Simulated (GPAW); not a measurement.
# ZnS (Wurtzite-2H): optical spectrum from first principles

Wanted: where ZnS (Wurtzite-2H) starts to absorb, how strongly, and its refractive index. The cell comes from an older database entry, whose edges can differ from later determinations, mostly by under a per cent.

Method: DFT, PBE, plane-wave PAW (GPAW data sets), scalar-relativistic, RPA, optical limit, in GPAW 26.7.0.

The database entry behind the starting cell differs from later determinations by our own check (about 0.4 % short), so it need not match the best structure at ambient conditions.

### Step 1. The structure

The structure is hexagonal, space group P6_3mc (No. 186). The conventional cell has a = 3.811 Å, b = 3.811 Å, c = 6.234 Å, α = 90.00°, β = 90.00°, γ = 120.00°. Nearest to Zn lie 4 S at 2.31 to 2.40 Å. S has 4 Zn at 2.31 to 2.40 Å nearest. Farther neighbours and most contacts between anions are not listed.

### Step 2. Ground state

First the ground state: is it a metal or has it a gap?

This step: DFT, PBE, plane-wave PAW (GPAW data sets), scalar-relativistic, ground state (GPAW 26.7.0).

The input, gs.py:

```python
from ase import Atoms
from ase.dft.bandgap import bandgap
from gpaw import GPAW, PW, FermiDirac

atoms = Atoms(['Zn', 'Zn', 'S', 'S'],
              cell=[[3.810999999987, 0.000000000000, 0.000000000000],
                    [-1.905499999994, 3.300422813811, 0.000000000000],
                    [0.000000000000, 0.000000000000, 6.234000000000]],
              scaled_positions=[[0.666666666667, 0.333333333333, 0.500000000000],
                                [0.333333333333, 0.666666666667, 0.000000000000],
                                [0.666666666667, 0.333333333333, 0.885000000000],
                                [0.333333333333, 0.666666666667, 0.385000000000]],
              pbc=[True, True, True])
atoms.calc = GPAW(mode=PW(500), xc='PBE', kpts={'size': (7, 7, 4), 'gamma': True},
                  occupations=FermiDirac(0.05), maxiter=150, txt='gs.txt')
print('energy (eV)', atoms.get_potential_energy())
print('Fermi level (eV)', atoms.calc.get_fermi_level())
print('valence electrons', atoms.calc.get_number_of_electrons())
print('gap (eV)', bandgap(atoms.calc, output=None)[0])
print('direct gap (eV)', bandgap(atoms.calc, direct=True, output=None)[0])
atoms.calc.write('gs.gpw')
```

The run is started by

```
$ OMP_NUM_THREADS=1 python gs.py
```

Numbers of over 12 decimals in the logs are rounded to 6 here.

Log:

```text
__  _  _
 | _ |_)|_||  |
 |__||  | ||/\| - 26.7.0

Versions:
  Python: 3.12.14
  ASE:    3.29.0
  Numpy:  2.5.5
  Scipy:  1.18.1
  Libxc:  7.0.0

Input parameters:
  mode=PW(ecut=500.0),
  kpts=MonkhorstPack(size=(7, 7, 4), gamma=True),
  maxiter=150,
  occupations=Occupations(name='fermi-dirac', width=0.05, fixmagmom=False),
  xc=XC(name='PBE')

Diagonalizing LCAO Hamiltonian
Converting LCAO to pw mode

            S

            Zn
        S

        Zn

Atoms  # Å, Bohr magnetons
|   | symbol |         x |        y |        z |    initial magnetic moments |
| 0 |     Zn |  1.905500 | 1.100141 | 3.117000 | ( 0.0000,  0.0000,  0.0000) |
| 1 |     Zn | -0.000000 | 2.200282 | 0.000000 | ( 0.0000,  0.0000,  0.0000) |
| 2 |      S |  1.905500 | 1.100141 | 5.517090 | ( 0.0000,  0.0000,  0.0000) |
| 3 |      S | -0.000000 | 2.200282 | 2.400090 | ( 0.0000,  0.0000,  0.0000) |

Unit cell  # Å
| periodic |         x |        y |        z |  lengths |     angles |
|      yes |  3.811000 | 0.000000 | 0.000000 | 3.811000 |  90.000000 |
|      yes | -1.905500 | 3.300423 | 0.000000 | 3.811000 |  90.000000 |
|      yes |  0.000000 | 0.000000 | 6.234000 | 6.234000 | 120.000000 |

Number of symmetries: 6
Symmetry operations  # r_c * U_cc + t_c -> r_c
|   | kind |            matrix            |
| 0 |  σ   |  1, 1, 0,  0,-1, 0,  0, 0, 1 |
| 1 |  E   |  1, 0, 0,  0, 1, 0,  0, 0, 1 |
| 2 |  C3  |  0, 1, 0, -1,-1, 0,  0, 0, 1 |
| 3 |  σ   |  0,-1, 0, -1, 0, 0,  0, 0, 1 |
| 4 |  σ   | -1, 0, 0,  1, 1, 0,  0, 0, 1 |
| 5 |  C3  | -1,-1, 0,  1, 0, 0,  0, 0, 1 |

BZ-sampling:
  Number of BZ points: 196
  Number of IBZ points: 28

  Monkhorst-Pack size: [7, 7, 4]
  Monkhorst-Pack shift: [0.0, 0.0, 0.125]

K-points  # in reciprocal-cell coordinates
|     |                                coordinates |     weight |
|   0 | (  0.00000000,   0.00000000,   0.00000000) | 0.00510204 |
|   1 | (  0.00000000,   0.00000000,   0.25000000) | 0.01020408 |
|   2 | (  0.00000000,   0.00000000,   0.50000000) | 0.00510204 |
|   3 | (  0.14285714,   0.00000000,  -0.25000000) | 0.03061224 |
|   4 | (  0.14285714,   0.00000000,   0.00000000) | 0.03061224 |
|   5 | (  0.14285714,   0.00000000,   0.25000000) | 0.03061224 |
|   6 | (  0.14285714,   0.00000000,   0.50000000) | 0.03061224 |
|   7 | (  0.28571429,  -0.14285714,   0.00000000) | 0.03061224 |
|   8 | (  0.28571429,  -0.14285714,   0.25000000) | 0.06122449 |
|   9 | (  0.28571429,  -0.14285714,   0.50000000) | 0.03061224 |
| ... |                                            |            |
|  27 | (  0.42857143,   0.42857143,   0.50000000) | 0.03061224 |

Plane wave coefficients: 2006
Cutoff: 500.0 eV

Spin-components: 1 (collinear spins)
Bands:           26
Projectors:      22
Spin-degeneracy: 2
Datatype:        complex128

Parallelization:
  kpt:    1
  domain: 1
  band:   1

Density:
  Valence electrons: 36.0
  Components: 1
  Grid points: [20 20 35]
  Charge: 0.0  # |e|

Potential:
  Grid points: [20 20 35]

species:
  Zn:
    name:    Zinc
    id:
    Z:       30.0
    valence: 12
    core:    18
    charge:  0.0  # [|e|]
    compensation charges:
      type: gauss
      rc: 0.37  # [Å]
      lmax: 2
    cutoffs:
      filter: 2.14  # [Å]
      core: 2.28  # [Å]
    projectors
    | kind |    occ | energy [eV] | rcut [Å] |
    |   4s |  2.000 |      -5.977 |    1.286 |
    |   4p |  0.000 |      -1.117 |    1.270 |
    |   3d | 10.000 |     -10.142 |    1.180 |
    |    s |        |      21.234 |    1.286 |
    |    p |        |      26.095 |    1.270 |
    |    d |        |      17.070 |    1.180 |

    Using partial waves for Zn as LCAO basis

  S:
    name:    Sulfur
    id:
    Z:       16.0
    valence: 6
    core:    10
    charge:  0.0  # [|e|]
    compensation charges:
      type: gauss
      rc: 0.24  # [Å]
      lmax: 2
    cutoffs:
      filter: 1.77  # [Å]
      core: 1.66  # [Å]
    projectors
    | kind |    occ | energy [eV] | rcut [Å] |
    |   3s |  2.000 |     -17.254 |    0.974 |
    |   3p |  4.000 |      -7.008 |    0.979 |
    |    s |        |       9.957 |    0.974 |
    |    p |        |      20.203 |    0.979 |
    |    d |        |       0.000 |    0.900 |

    Using partial waves for S as LCAO basis

Reference energy: -119437.893101  # eV

eigensolver:
  PPCG
  Converge bands: occupied
  niter=2

density mixing:
  MSR1-Mixer
  Pratt-step length: 0.05
  Maximum mixing coefficient: 0.75
  Old densities: 10
  SVD Regularization: 0.005
  Good broyden scale: 1.0
  Trust region scale: 1.0
  Backstep threshold: 4.0
  History deletion threshold: 6.0
  Fourier metric: weight=20.0, sigma=0.015

occupation numbers:
  Fermi-Dirac:
    width: 0.0500  # eV

poisson solver:
  ecut: 4000.0  # eV

xc functional:
  name: PBE with 2 nearest neighbor stencil

convergence criteria:
- Maximum [total energy] change in last 3 cyles: 0.0005 eV / valence electron
- Maximum integral of absolute [dens]ity change: 0.0001 electrons / valence electron
- Maximum integral of absolute [eigenst]ate change: 4e-08 eV^2 / valence electron
maximum number of iterations: 150

SCF iterations
|iter     |      energy | eigst |  dens |
|iter:   1||  -14.498054 | +0.38 |       |
|iter:   2||  -14.358966 | -0.76 | -1.18 |
|iter:   3||  -13.785089 | -1.20 | -1.23 |
|iter:   4||  -13.787894 | -2.31 | -1.81 |
|iter:   5||  -13.791101c| -3.42 | -2.24 |
|iter:   6||  -13.790937c| -3.91 | -2.92 |
|iter:   7||  -13.790995c| -4.51 | -3.48 |
|iter:   8||  -13.791011c| -5.22 | -3.82 |
|iter:   9||  -13.791011c| -7.24 | -4.88c|
|iter:  10||  -13.791011c| -8.57c| -5.20c|

Converged in 10 steps
SCF loop duration: 20.391 s (2.039 s/step)
Energy contributions relative to reference atoms: (reference = -119437.893101)

Energy contributions:
  Kinetic:          23.245057
  Coulomb:         -19.543404
  Zero:              0.054921
  External:          0.000000
  Xc:              -17.547585
  Entropy:          -0.000000
  Spinorbit:         0.000000
  ----------------------------
  Free energy:     -13.791011
  Extrapolated:    -13.791011

dipole moment: (-0.000002, 0.000002, -7.469642)  # |e|*Ang

Fermi level: 4.766
Eigenvalues  # (at kpt = [0.000, 0.000, 0.000])
| band index |      eig [eV] | occ [0-2] |
|          0 |        -9.372 |     2.000 |
|        ... |               |           |
|         10 |        -1.970 |     2.000 |
|         11 |        -1.812 |     2.000 |
|         12 |        -1.339 |     2.000 |
|         13 |         2.963 |     2.000 |
|         14 |         2.963 |     2.000 |
|         15 |         3.808 |     2.000 |
|         16 |         3.808 |     2.000 |
|         17 |         3.819 |     2.000 |
|         18 |         6.062 |     0.000 |
|         19 |         6.811 |     0.000 |
|         20 |        10.096 |     0.000 |
|         21 |        10.096 |     0.000 |
|         22 |        10.400 |     0.000 |
|         23 |        11.402 |     0.000 |
|         24 |        11.402 |     0.000 |
|         25 |        13.116 |     0.000 |

Gap: 2.244 eV
Transition (v -> c):
  (s=0, k=0, n=17, [0.00, 0.00, 0.00]) -> (s=0, k=0, n=18, [0.00, 0.00, 0.00])
No difference between direct/indirect transitions

--- standard output ---
energy (eV) -13.791011
Fermi level (eV) 4.765821
valence electrons 36.0
gap (eV) 2.243668
direct gap (eV) 2.243668
```

Run time: 22 s. Hardware: 1 thread of Arm Neoverse V2, shared host; peak memory 0.17 GiB.

Numbers from this step:

```
energy                 : -13.79 eV
Fermi energy           : 4.766 eV
gap on the k-mesh      : 2.244 eV
direct gap on the mesh : 2.244 eV
electrons              : 36
```

There is a gap, 2.24 eV on this mesh (points off the mesh can give less), so no carriers' term is needed.

### Step 3. Bands for the response

At the fixed density, many empty bands are solved on the mesh of the response, since the spectrum sums over them.

This step: DFT, PBE, plane-wave PAW (GPAW data sets), scalar-relativistic, bands at fixed density (GPAW 26.7.0).

The input, nscf.py:

```python
from ase.dft.bandgap import bandgap
from gpaw import GPAW, FermiDirac

calc = GPAW('gs.gpw').fixed_density(kpts={'size': (10, 10, 5), 'gamma': True}, nbands=62, convergence={'bands': 56},
                                    occupations=FermiDirac(0.001), txt='nscf.txt')
print('gap (eV)', bandgap(calc, output=None)[0])
print('direct gap (eV)', bandgap(calc, direct=True, output=None)[0])
print('top band over the Fermi level (eV)', min(calc.get_eigenvalues(kpt=k)[55] for k in range(len(calc.get_ibz_k_points()))) - calc.get_fermi_level())
calc.write('full.gpw', mode='all')
```

The run is started by

```
$ OMP_NUM_THREADS=1 python nscf.py
```

Log:

```text
Diagonalizing LCAO Hamiltonian
Converting LCAO to pw mode
convergence criteria:
- Maximum integral of absolute [eigenst]ate change: 4e-08 eV^2 / valence electron
maximum number of iterations: 150

SCF iterations
|iter     |      energy | eigst |  dens |
|iter:   1||             | +3.84 |       |
|iter:   2||             | +2.64 |       |
|iter:   3||             | +2.01 |       |
|iter:   4||             | +1.14 |       |
|iter:   5||             | +0.38 |       |
|iter:   6||             | -0.50 |       |
|iter:   7||             | -1.26 |       |
|iter:   8||             | -2.13 |       |
|iter:   9||             | -2.87 |       |
|iter:  10||             | -3.71 |       |
|iter:  11||             | -4.42 |       |
|iter:  12||             | -5.22 |       |
|iter:  13||             | -5.95 |       |
|iter:  14||             | -6.80 |       |
|iter:  15||             | -7.37 |       |
|iter:  16||             | -7.73c|       |
SCF steps: 16
  __  _  _
 | _ |_)|_||  |
 |__||  | ||/\| - 26.7.0

Versions:
  Python: 3.12.14
  ASE:    3.29.0
  Numpy:  2.5.5
  Scipy:  1.18.1
  Libxc:  7.0.0

Input parameters:
  mode=PW(ecut=500.0),
  convergence={'bands': 56},
  gpts=array([20, 20, 35]),
  kpts=MonkhorstPack(size=(10, 10, 5), gamma=True),
  maxiter=150,
  nbands=62,
  occupations=Occupations(name='fermi-dirac', width=0.001, fixmagmom=False),
  parallel={},
  xc=XC(name='PBE')

--- standard output ---
gap (eV) 2.243668
direct gap (eV) 2.243668
top band over the Fermi level (eV) 28.470622
```

Wall time 2.8 min (1 thread); peak memory 0.3 GiB.

### Step 4. Dielectric function, RPA

Local fields let the induced charge screen the field inside the cell, which as a rule lowers ε, most along directions where the density is uneven.

This step: DFT, PBE, plane-wave PAW (GPAW data sets), scalar-relativistic, RPA, optical limit (GPAW 26.7.0).

The input, df.py:

```python
from gpaw.response.df import DielectricFunction

df = DielectricFunction('full.gpw', frequencies={'type': 'nonlinear', 'domega0': 0.03, 'omega2': 8},
                        ecut=60,
                        eta=0.2,
                        nbands=56,
                        txt='df.txt')
for direction in ['x', 'z']:
    df.get_dielectric_function(xc='RPA', direction=direction, filename=f'df_{direction}.csv')
```

The run is started by

```
$ OMP_NUM_THREADS=1 python df.py
```

Log:

```text
Using integrator: PointIntegrator
NonLinearFrequencyDescriptor(from 0.000 to 44.848 eV, 451 points)
Nonperiodic BCs:  [False False False]
Using integrator: PointIntegrator
NonLinearFrequencyDescriptor(from 0.000 to 44.848 eV, 451 points)
Nonperiodic BCs:  [False False False]

Calculating chi0 body with:
    Ground state adapter containing:
    Number of spins: 1
    Number of kpoints: 500
    Number of irreducible kpoints: 58
    Number of completely occupied states: 18
    Number of partially occupied states: 18

    Linear response parametrization:
    q_c: [0.0, 0.0, 0.0]
    Number of frequency points: 451
    Planewave cutoff: 60.0
    Number of bands: 56
    Number of planewaves: 97
    Broadening (eta): 0.2

Integrating chi0 body.

Symmetries of q_c:
    Direct symmetries (Uq -> q): 6
    Indirect symmetries (TUq -> q): 6
In total 12 allowed symmetries.

58 groups of equivalent kpoints. 88.4% reduction.

Integral kind: spectral function

Calculating chi0 optical extensions with:
    Ground state adapter containing:
    Number of spins: 1
    Number of kpoints: 500
    Number of irreducible kpoints: 58
    Number of completely occupied states: 18
    Number of partially occupied states: 18

    Linear response parametrization:
    Number of frequency points: 451
    Planewave cutoff: 60.0
    Number of bands: 56
    Number of planewaves: 97
    Broadening (eta): 0.2
Integrating chi0 head and wings.

Symmetries of q_c:
    Direct symmetries (Uq -> q): 6
    Indirect symmetries (TUq -> q): 6
In total 12 allowed symmetries.

58 groups of equivalent kpoints. 88.4% reduction.

Integral kind: spectral function wings
```

Wall time 25 s (1 thread); peak memory 0.44 GiB.

Read-outs, printed or worked out from the files:

| Item | Value |
| --- | --- |
| electronic dielectric constant ε∞, mean over x, y and z (by symmetry where fewer were run) | 5.522 |
| main peak of Im epsilon, first axis | 5.531 eV |

Some rows of df_x.csv (energy; Re and Im without local fields; Re and Im with them):

```text
0.000000, 6.191391, -0.000000, 5.493559, -0.000000
0.555532, 6.243533, 0.038583, 5.539504, 0.034063
1.143969, 6.426211, 0.090579, 5.701365, 0.080756
1.768324, 6.836769, 0.205132, 6.071211, 0.188872
2.431988, 7.279512, 0.566068, 6.428451, 0.542367
3.138794, 7.933958, 1.210774, 6.931004, 1.158067
3.893091, 8.923798, 2.954620, 7.652581, 2.744383
4.699832, 9.282385, 6.065077, 7.758380, 5.336408
5.564682, 5.601145, 10.442893, 4.537146, 8.802312
6.494155, 3.629013, 10.121677, 2.771534, 7.232082
7.495775, -1.268322, 7.836107, -0.114201, 5.845103
8.578281, -2.127637, 5.906660, -0.163284, 4.758604
9.751884, -1.645000, 3.103688, -0.786168, 2.774917
11.028587, -1.908060, 1.856634, -1.259475, 2.284109
12.422601, -1.218663, 1.273774, -0.852097, 1.578317
13.950874, -0.687116, 0.828152, -0.444247, 0.965678
15.633783, -0.324247, 0.543736, -0.157166, 0.619173
17.496047, -0.045275, 0.385334, 0.137031, 0.466180
19.567954, 0.146467, 0.309503, 0.257515, 0.410302
```

(Continued in part 2 of 2.)

[Machine, clock and banner lines and Python warnings are left out of the logs.]

[Logs are printed without paths, hosts, clocks, repeated set-up lines and the standing remarks that a program may print on its own settings, such as how far it seeks lower states.]

[Hosts, paths, dates, database ids (printed as entryN), source tags and the programs' standing remarks are cut or masked in the printed files.]
